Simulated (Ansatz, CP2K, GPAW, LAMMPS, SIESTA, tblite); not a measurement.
## Running two particles of Al after sintering (141 atoms) with tblite

How near does tblite come to plane waves for two particles of Al after sintering (141 atoms)?

Method: the method is named at each step, in tblite 0.8.0.

## 1. The structure

The cell holds 141 atoms: 141 Al. Cell: a = 22.838 Å, b = 23.816 Å, c = 36.621 Å, α = 90.0°, β = 90.0°, γ = 90.0°. It derives from Al (fcc Al). 2 sphere(s) of radius 6.88, 6.19 Å cut from fcc Al (a = 4.05 Å), turned at random and set in contact, in vacuum; annealed 50 ps at 520 K with the Finnis-Sinclair Al potential (Mendelev, file Al_mm.eam.fs of the LAMMPS distribution), cooled to 300 K. Vacuum lies along a, b and c.

The yardstick, on the same geometry:

| Quantity | Value |
| --- | --- |
| method | Kohn-Sham DFT, PBE, PAW, plane waves (Ansatz 0.2.0); cutoff 420 eV, Γ point, fermi-dirac smearing of 0.05 eV; PAW set soft_2 |
| r.m.s. force component | 0.4629 eV/Å |
| longest force | 1.756 eV/Å |
| SCF cycles | 9 |
| time | 69 s on 16 threads of Intel Xeon Platinum 8488C (Sapphire Rapids), shared host |
| CPU time | 16 min |

## 2. GFN1-xTB

Method: GFN1-xTB tight binding, diagonalisation.

run.py reads:

```python
import numpy as np
from ase.io import read
from tblite.ase import TBLite

atoms = read("structure.xyz")
atoms.calc = TBLite(method="GFN1-xTB", electronic_temperature=580, accuracy=1.0, max_iterations=250, mixer_damping=0.1, verbosity=1)
energy = atoms.get_potential_energy()
forces = atoms.get_forces()
print(f"energy {energy:.6f} eV")
print("forces (eV/A)")
for i, (a, f) in enumerate(zip(atoms, forces)):
    print(f"{i:4d} {a.symbol:2s} {f[0]:10.5f} {f[1]:10.5f} {f[2]:10.5f}")
print("charges (e)")
print(np.array2string(atoms.get_charges(), precision=4, suppress_small=True, max_line_width=110, threshold=100000))
```

structure.xyz reads:

```xyz
141
Lattice="22.83819 0.00000 0.00000 0.00000 23.81578 0.00000 0.00000 0.00000 36.62134" Properties=species:S:1:pos:R:3 pbc="T T T"
Al 13.13561 16.57054 1.62818
Al 15.40687 16.05755 35.14843
Al 15.63320 15.45692 1.01697
Al 10.77826 14.83247 29.27144
Al 10.45898 17.03805 31.29037
Al 13.07075 17.34789 35.41796
Al 16.23339 14.64980 3.63943
Al 15.40527 17.25644 3.04799
Al 13.78330 13.26325 4.99369
Al 14.08888 17.59986 7.69744
Al 11.45358 18.43842 0.82252
Al 11.50268 17.99377 3.42556
Al 11.56754 17.18261 6.32560
Al 12.94971 18.04236 32.82664
Al 13.59443 13.54546 31.35263
Al 12.87046 15.98015 30.77950
Al 11.25580 12.54091 29.90901
Al 16.13381 12.56116 1.61024
Al 15.83235 11.44110 33.60960
Al 15.74031 13.45830 35.58313
Al 13.35006 14.54120 36.26318
Al 13.32791 12.56997 34.11205
Al 13.68236 11.90670 0.19446
Al 15.68824 14.08418 33.17893
Al 13.31649 15.44287 33.57921
Al 10.99750 14.51357 31.98654
Al 11.11421 14.05179 34.64379
Al 8.98957 18.50724 33.27891
Al 10.65059 16.59412 34.07469
Al 13.47408 15.85083 4.28433
Al 13.81642 11.35084 2.86708
Al 13.50514 13.96819 2.32875
Al 11.14481 15.17923 2.85280
Al 11.18340 13.23252 0.66871
Al 11.38781 12.38992 3.53726
Al 10.82736 15.85988 0.03516
Al 9.05603 17.88660 35.86511
Al 8.52801 15.30450 35.15868
Al 8.40057 14.34043 1.21803
Al 11.26654 19.02143 34.63610
Al 6.97387 16.45075 0.61744
Al 8.76279 13.83721 3.83499
Al 9.35407 16.36287 4.53775
Al 13.77440 18.46342 4.90836
Al 9.20539 17.12355 1.95375
Al 13.47522 10.91382 32.05539
Al 8.60018 13.95819 30.50008
Al 10.90432 9.87450 30.83224
Al 15.92987 10.52967 36.31482
Al 13.89156 10.06288 34.82213
Al 11.25283 11.32726 35.15759
Al 11.32135 9.25267 33.22251
Al 11.63035 8.59559 36.00537
Al 10.99636 11.85907 32.61533
Al 8.82559 13.27754 33.25730
Al 8.73538 11.32226 31.07760
[... 81 atom lines left out ...]
Al 8.88428 13.11321 6.65080
Al 16.04840 13.71884 6.25932
Al 15.88533 15.47264 8.23870
Al 15.64804 16.45075 5.70927
```

Command:

```console
> OMP_NUM_THREADS=1 python run.py > output.txt
```

What it wrote:

```text
------------------------------------------------------------
  cycle        total energy    energy error   density error
------------------------------------------------------------
      1     -173.5730928269  -1.7347164E+02   2.8418500E-01
      2     -173.7002496906  -1.2715686E-01   2.5066767E-01
      3     -163.8094718438   9.8907778E+00   2.3352099E-01
      4     -136.5031059620   2.7306366E+01   2.2642680E-01
      5     -167.6071097869  -3.1104004E+01   1.0892382E-01
      6     -174.4003612701  -6.7932515E+00   3.2742481E-02
      7     -174.4331753120  -3.2814042E-02   1.7737359E-02
      8     -174.3952834595   3.7891853E-02   1.5412561E-02
      9     -174.4905826808  -9.5299221E-02   6.0243913E-03
     10     -174.4929556928  -2.3730121E-03   4.0569349E-03
     11     -174.4936318038  -6.7611094E-04   3.0225193E-03
     12     -174.4936269458   4.8579663E-06   2.5135729E-03
     13     -174.4940119212  -3.8497537E-04   1.8784052E-03
     14     -174.4941781090  -1.6618783E-04   1.2028950E-03
     15     -174.4942432067  -6.5097637E-05   4.7835299E-04
     16     -174.4942517645  -8.5578096E-06   2.9932366E-04
     17     -174.4942547084  -2.9439129E-06   1.1893292E-04
     18     -174.4942550754  -3.6698790E-07   5.3554709E-05
     19     -174.4942551945  -1.1916768E-07   2.8128044E-05
     20     -174.4942552177  -2.3206297E-08   1.3914204E-05
------------------------------------------------------------
 total:                            1 min,16.290 sec
energy -4748.230538 eV
forces (eV/A)
   0 Al    0.58654    0.64352   -0.24651
   1 Al    1.00974    1.07176   -0.51504
   2 Al    0.86763    0.16119    0.31703
   3 Al   -0.16036    1.36743   -1.27966
   4 Al   -0.06063    0.86988   -0.48919
   5 Al    0.83483    0.52666    0.70559
   6 Al    0.71440   -0.02257   -0.12061
   7 Al    0.70263    0.88720   -0.37339
   8 Al   -0.18278   -0.28257    0.02875
   9 Al    0.05530    1.08215    0.45041
  10 Al   -0.07343    1.21389   -0.24338
  11 Al   -0.18505    0.89089    0.55575
  12 Al   -0.09719    1.18719   -0.33434
  13 Al    0.23107    0.29157   -0.81022
  14 Al    0.65894   -0.40240   -0.56356
  15 Al    0.78255    0.74569   -0.55354
  16 Al    0.60399   -1.19447   -0.27038
  17 Al    0.84443    0.19379   -0.04467
  18 Al    0.84535   -0.43309   -0.52106
  19 Al    0.93466   -0.66864    0.94697
  20 Al   -0.05833    0.19972   -0.11213
  21 Al    0.57239    0.63287   -0.22397
  22 Al   -0.13933    0.06816    0.32341
  23 Al    0.42641    0.36169   -1.36971
[...]
133 Al   -0.21650   -0.04106   -0.23465
 134 Al   -1.05041    0.28111    0.61854
 135 Al    0.01735   -0.34712    0.58269
 136 Al    0.94859   -0.54173   -0.36745
 137 Al    0.45731    0.50084    0.38091
 138 Al    1.10310    0.39480    0.28402
 139 Al    0.67080    0.31132    0.72966
 140 Al    1.12677    0.48294    0.04582
charges (e)
[ 0.0394 -0.0283 -0.0292 -0.0312 -0.0174 -0.0087 -0.016  -0.0296  0.0222 -0.0173 -0.0329 -0.0373 -0.0109
 -0.0174 -0.0293 -0.0326 -0.0192 -0.0267 -0.0291  0.0131  0.05    0.064   0.0551 -0.0158  0.0329  0.0723
 -0.0332 -0.0149  0.0797  0.072   0.0457  0.032   0.0167 -0.0444 -0.0323  0.0407  0.0102  0.0698  0.0432
 -0.0353 -0.0399  0.0514  0.0011 -0.0241 -0.0037 -0.0303 -0.0388 -0.0244 -0.0347  0.0004  0.0025 -0.003
 -0.0004  0.0639  0.0324  0.0322  0.0824  0.0043 -0.0337 -0.0208 -0.0182 -0.0052  0.0272  0.0521  0.0492
  0.0107 -0.0055 -0.0136 -0.0112 -0.0243 -0.0277 -0.028  -0.0153 -0.0169 -0.0161 -0.0339 -0.0272 -0.0199
  0.081  -0.0113 -0.0252 -0.0339  0.0572 -0.0361 -0.0215 -0.0213 -0.0361 -0.0115 -0.024  -0.0291 -0.0236
 -0.0239  0.0068 -0.0145 -0.0203 -0.0163 -0.0299  0.0346  0.0817  0.0456 -0.0196  0.0324  0.0703 -0.0266
 -0.0229 -0.045  -0.0021 -0.0144 -0.0268 -0.006   0.0017  0.0377 -0.0428  0.0408 -0.0386  0.017  -0.0148
 -0.0321 -0.0145 -0.0261  0.0058  0.0552 -0.0304 -0.0158  0.0677  0.0214 -0.0369  0.0546 -0.015  -0.0216
  0.0184 -0.0337  0.0188  0.0325 -0.0241  0.074  -0.0226  0.0381 -0.0004 -0.0405 -0.0047]
```

Run time: 77 s. Hardware: 1 thread of Intel Xeon Platinum 8488C (Sapphire Rapids), shared host; peak memory 0.71 GiB.

Banners, paths, timers and routine set-up lines are dropped from the logs unmarked, and long logs keep their key lines alone; longer cuts are marked.

Numbers from this run, and their distance from the reference:

```
r.m.s. force component                  : 0.5994 eV/Å
r.m.s. difference of force components   : 421.3 meV/Å
longest difference of force vectors     : 1217 meV/Å
force difference over r.m.s. force      : 91.01 %
slope of forces against the reference's : 0.9243
correlation of force components         : 0.7138
```

Local excerpt of 9 atoms (numbers count through the whole input) about Al16, which has 6 bonded neighbours where the commonest count for Al is 12; x, y, z are measured from there.

```csv
atom,x,y,z,distance (Å),bonds,Mulliken charge (e),Fx,Fy,Fz (eV/Å)
Al16,0.00,0.00,0.00,0.00,6,-0.03,0.78,0.75,-0.55
Al15,0.72,-2.43,0.57,2.60,8,-0.03,0.66,-0.40,-0.56
Al26,-1.87,-1.47,1.21,2.67,12,0.07,-0.16,-0.05,0.04
Al5,-2.41,1.06,0.51,2.68,7,-0.02,-0.06,0.87,-0.49
Al4,-2.09,-1.15,-1.51,2.82,5,-0.03,-0.16,1.37,-1.28
Al25,0.45,-0.54,2.80,2.89,11,0.03,0.09,0.07,-0.72
Al14,0.08,2.06,2.05,2.91,6,-0.02,0.23,0.29,-0.81
Al17,-1.61,-3.44,-0.87,3.90,7,-0.02,0.60,-1.19,-0.27
Al29,-2.22,0.61,3.30,4.02,12,0.08,0.35,-0.15,-0.77
```

Atoms are counted from 1 here, from 0 in the log.

Forces lie 91 % from the reference's, at 0.081 times its CPU time (on 1 against 16 cores).

## 3. What came out

```yaml
force_difference_from_the_reference: tblite GFN1-xTB, 91 %
its_cpu_time: 77 s
```

What this shows: Tight binding differs by 91 % (tblite GFN1-xTB); it is another model, with fitted parameters of its own, and the xTB methods hold dispersion. One electronic-structure run takes under half the reference's CPU time: tblite GFN1-xTB, at 91 % in 77 s against 16 min, too far off to be of use. Periodic xTB results under one method name differ between programs and library versions. The electron count is odd in Ansatz plane waves (reference), and they have no spin polarisation, so the unpaired electron is spread evenly over both spins. The electron count is odd and the run has no spin polarisation, so levels at the top are partly filled by construction.

[Also dropped from logs without a mark: logging warnings of Python, and SIESTA's first energy breakdown and zero terms.]

[Logs are printed without paths, hosts, clocks, repeated set-up lines and the standing remarks that a program may print on its own settings, such as how far it seeks lower states.]

[Hosts, paths, dates, database ids (printed as entryN), source tags and the programs' standing remarks are cut or masked in the printed files.]
